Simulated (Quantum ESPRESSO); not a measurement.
# Mn3InC: which magnetic order is lowest, part 3 of 3

Aim: find out which collinear order of Mn3InC costs least.

Quantum ESPRESSO 7.5; PBEsol; plane waves with GBRV 1.5 PBEsol potentials, no spin-orbit coupling.

So far, absolute magnetization (μB): step 2 (start 1: ferro +++) 6.66; step 3 (ferrimagnetic, Kohn–Sham states 43, start moments [3.5, 3.5 …) 6.03; step 6 (Kohn–Sham states 50) 6.65.

### 7. Löwdin moments

Level of this step: PBEsol; plane waves with GBRV 1.5 PBEsol potentials, no spin-orbit coupling, projections on orthogonalised atomic orbitals (Quantum ESPRESSO).

projwfc.x projects the saved states on orthogonalised atomic orbitals of the pseudopotential files.

What it wrote:

```text
[banner, memory and clock lines left out]
Program PROJWFC v.7.5 starts

     [... lines left out ...]
     IMPORTANT: XC functional enforced from input :
     Exchange-correlation= PBESOL
                           (   1   4  10   8   0   0   0)
     Any further DFT definition will be discarded
     Please, verify this is what you really want

     G-vector sticks info

     Check: negative core charge=   -0.000049

     Gaussian broadening (read from input): ngauss,degauss=   0    0.010000

     Calling projwave ....

  Problem Sizes
  natomwfc =           52
  nbnd     =           50
  nkstot   =           40
  npwx     =         1800
  nkb      =           80

     Atomic states used for projection
     (read from pseudopotential files):

     state #   1: atom   1 (Mn ), wfc  1 (l=0 m= 1)
     state #   2: atom   1 (Mn ), wfc  2 (l=1 m= 1)
     state #   3: atom   1 (Mn ), wfc  2 (l=1 m= 2)
     state #   4: atom   1 (Mn ), wfc  2 (l=1 m= 3)
     state #   5: atom   1 (Mn ), wfc  3 (l=0 m= 1)
     state #   6: atom   1 (Mn ), wfc  4 (l=2 m= 1)
     state #   7: atom   1 (Mn ), wfc  4 (l=2 m= 2)
     state #   8: atom   1 (Mn ), wfc  4 (l=2 m= 3)
     state #   9: atom   1 (Mn ), wfc  4 (l=2 m= 4)
     state #  10: atom   1 (Mn ), wfc  4 (l=2 m= 5)
     state #  11: atom   1 (Mn ), wfc  5 (l=1 m= 1)
     state #  12: atom   1 (Mn ), wfc  5 (l=1 m= 2)
     state #  13: atom   1 (Mn ), wfc  5 (l=1 m= 3)
     state #  14: atom   2 (Mn ), wfc  1 (l=0 m= 1)
[...]
state #  28: atom   3 (Mn ), wfc  2 (l=1 m= 1)
     state #  29: atom   3 (Mn ), wfc  2 (l=1 m= 2)
     state #  30: atom   3 (Mn ), wfc  2 (l=1 m= 3)
     state #  31: atom   3 (Mn ), wfc  3 (l=0 m= 1)
     state #  32: atom   3 (Mn ), wfc  4 (l=2 m= 1)
     state #  33: atom   3 (Mn ), wfc  4 (l=2 m= 2)
     state #  34: atom   3 (Mn ), wfc  4 (l=2 m= 3)
     state #  35: atom   3 (Mn ), wfc  4 (l=2 m= 4)
     state #  36: atom   3 (Mn ), wfc  4 (l=2 m= 5)
     state #  37: atom   3 (Mn ), wfc  5 (l=1 m= 1)
     state #  38: atom   3 (Mn ), wfc  5 (l=1 m= 2)
     state #  39: atom   3 (Mn ), wfc  5 (l=1 m= 3)
     state #  40: atom   4 (In ), wfc  1 (l=2 m= 1)
     state #  41: atom   4 (In ), wfc  1 (l=2 m= 2)
     state #  42: atom   4 (In ), wfc  1 (l=2 m= 3)
     state #  43: atom   4 (In ), wfc  1 (l=2 m= 4)
     state #  44: atom   4 (In ), wfc  1 (l=2 m= 5)
     state #  45: atom   4 (In ), wfc  2 (l=0 m= 1)
     state #  46: atom   4 (In ), wfc  3 (l=1 m= 1)
     state #  47: atom   4 (In ), wfc  3 (l=1 m= 2)
     state #  48: atom   4 (In ), wfc  3 (l=1 m= 3)
     state #  49: atom   5 (C  ), wfc  1 (l=0 m= 1)
     state #  50: atom   5 (C  ), wfc  2 (l=1 m= 1)
     state #  51: atom   5 (C  ), wfc  2 (l=1 m= 2)
     state #  52: atom   5 (C  ), wfc  2 (l=1 m= 3)

 [... projections of the bands left out ...]

Lowdin Charges:

     Atom #   1: total charge =  15.2471, s =  2.3078, p =  7.1687, d =  5.7706,
                 spin up      =   8.6989, s =  1.1549,
                 spin up      =   8.6989, p =  3.5803, pz=  1.1912, px=  1.1980, py=  1.1912,
                 spin up      =   8.6989, d =  3.9636, dz2=  0.8384, dxz=  0.7261, dyz=  0.8977, dx2-y2=  0.7754, dxy=  0.7261,
                 spin down    =   6.5483, s =  1.1529,
                 spin down    =   6.5483, p =  3.5884, pz=  1.2000, px=  1.1884, py=  1.2000,
                 spin down    =   6.5483, d =  1.8070, dz2=  0.3799, dxz=  0.4060, dyz=  0.2303, dx2-y2=  0.3848, dxy=  0.4060,
                 polarization =   2.1506, s =  0.0020, p = -0.0081, d =  2.1567,
     Atom #   2: total charge =  15.2471, s =  2.3078, p =  7.1687, d =  5.7706,
                 spin up      =   8.6989, s =  1.1549,
                 spin up      =   8.6989, p =  3.5803, pz=  1.1980, px=  1.1912, py=  1.1912,
                 spin up      =   8.6989, d =  3.9636, dz2=  0.7439, dxz=  0.7261, dyz=  0.7261, dx2-y2=  0.8699, dxy=  0.8977,
                 spin down    =   6.5483, s =  1.1529,
                 spin down    =   6.5483, p =  3.5884, pz=  1.1884, px=  1.2000, py=  1.2000,
                 spin down    =   6.5483, d =  1.8070, dz2=  0.3873, dxz=  0.4060, dyz=  0.4060, dx2-y2=  0.3774, dxy=  0.2303,
                 polarization =   2.1506, s =  0.0020, p = -0.0081, d =  2.1567,
     Atom #   3: total charge =  15.2471, s =  2.3078, p =  7.1687, d =  5.7706,
                 spin up      =   8.6989, s =  1.1549,
                 spin up      =   8.6989, p =  3.5803, pz=  1.1912, px=  1.1912, py=  1.1980,
                 spin up      =   8.6989, d =  3.9636, dz2=  0.8384, dxz=  0.8977, dyz=  0.7261, dx2-y2=  0.7754, dxy=  0.7261,
                 spin down    =   6.5483, s =  1.1529,
                 spin down    =   6.5483, p =  3.5884, pz=  1.2000, px=  1.2000, py=  1.1884,
                 spin down    =   6.5483, d =  1.8070, dz2=  0.3799, dxz=  0.2303, dyz=  0.4060, dx2-y2=  0.3848, dxy=  0.4060,
                 polarization =   2.1506, s =  0.0020, p = -0.0081, d =  2.1567,
     Atom #   4: total charge =  12.1254, s =  0.6760, p =  1.5151, d =  9.9343,
                 spin up      =   5.9504, s =  0.3144,
                 spin up      =   5.9504, p =  0.6644, pz=  0.2215, px=  0.2215, py=  0.2215,
                 spin up      =   5.9504, d =  4.9716, dz2=  0.9956, dxz=  0.9934, dyz=  0.9934, dx2-y2=  0.9956, dxy=  0.9934,
                 spin down    =   6.1749, s =  0.3616,
                 spin down    =   6.1749, p =  0.8507, pz=  0.2836, px=  0.2836, py=  0.2836,
                 spin down    =   6.1749, d =  4.9626, dz2=  0.9947, dxz=  0.9911, dyz=  0.9911, dx2-y2=  0.9947, dxy=  0.9911,
                 polarization =  -0.2245, s = -0.0471, p = -0.1863, d =  0.0090,
     Atom #   5: total charge =   4.0290, s =  1.0003, p =  3.0287, d =  0.0000,
                 spin up      =   1.8786, s =  0.4853,
                 spin up      =   1.8786, p =  1.3934, pz=  0.4645, px=  0.4645, py=  0.4645,
                 spin up      =   1.8786, d =  0.0000, dz2=  0.0000, dxz=  0.0000, dyz=  0.0000, dx2-y2=  0.0000, dxy=  0.0000,
                 spin down    =   2.1503, s =  0.5150,
                 spin down    =   2.1503, p =  1.6353, pz=  0.5451, px=  0.5451, py=  0.5451,
                 spin down    =   2.1503, d =  0.0000, dz2=  0.0000, dxz=  0.0000, dyz=  0.0000, dx2-y2=  0.0000, dxy=  0.0000,
                 polarization =  -0.2717, s = -0.0298, p = -0.2419, d =  0.0000,
     Spilling Parameter:   0.0017
```

Wall time 1.8 s (4 MPI ranks of Arm Neoverse V1, shared host); peak memory 0.07 GiB.

| atom | moment in the sphere (μB) | Löwdin moment (μB) | Löwdin charge (e) |
| --- | --- | --- | --- |
| Mn1 | 1.824 | 2.151 | 15.247 |
| Mn2 | 1.824 | 2.151 | 15.247 |
| Mn3 | 1.824 | 2.151 | 15.247 |
| In4 | -0.081 | -0.225 | 12.125 |
| C5 | -0.169 | -0.272 | 4.029 |

### 8. Results

```
lowest state found      : ferromagnetic (from ferro +++)
largest site moment     : 1.82 μB
next state with moments : ferrimagnetic, 46.2 meV a seeded atom higher
state without moments   : 218 meV a seeded atom higher
```

What this shows: The largest moment reads 1.82 μB in the sphere and 2.15 μB by Löwdin projection; a site moment hangs on how space is shared out. This is the lowest of 3 collinear or spinless starts, no proof of the ground state. Energies are free energies at an electronic temperature of 1160 K, which lowers moments and differences where the moments are itinerant.

[Logs and program files are shortened in this print: banners, set-up blocks, solver, clock and traceback lines can be left out without a mark of their own.]

[Logs are printed without paths, hosts, clocks, repeated set-up lines and the standing remarks that a program may print on its own settings, such as how far it seeks lower states.]

[Hosts, paths, dates, database ids (printed as entryN), source tags and the programs' standing remarks are cut or masked in the printed files.]

[Where a cell is said to come from a database of computed structures, the database is the Materials Project.]
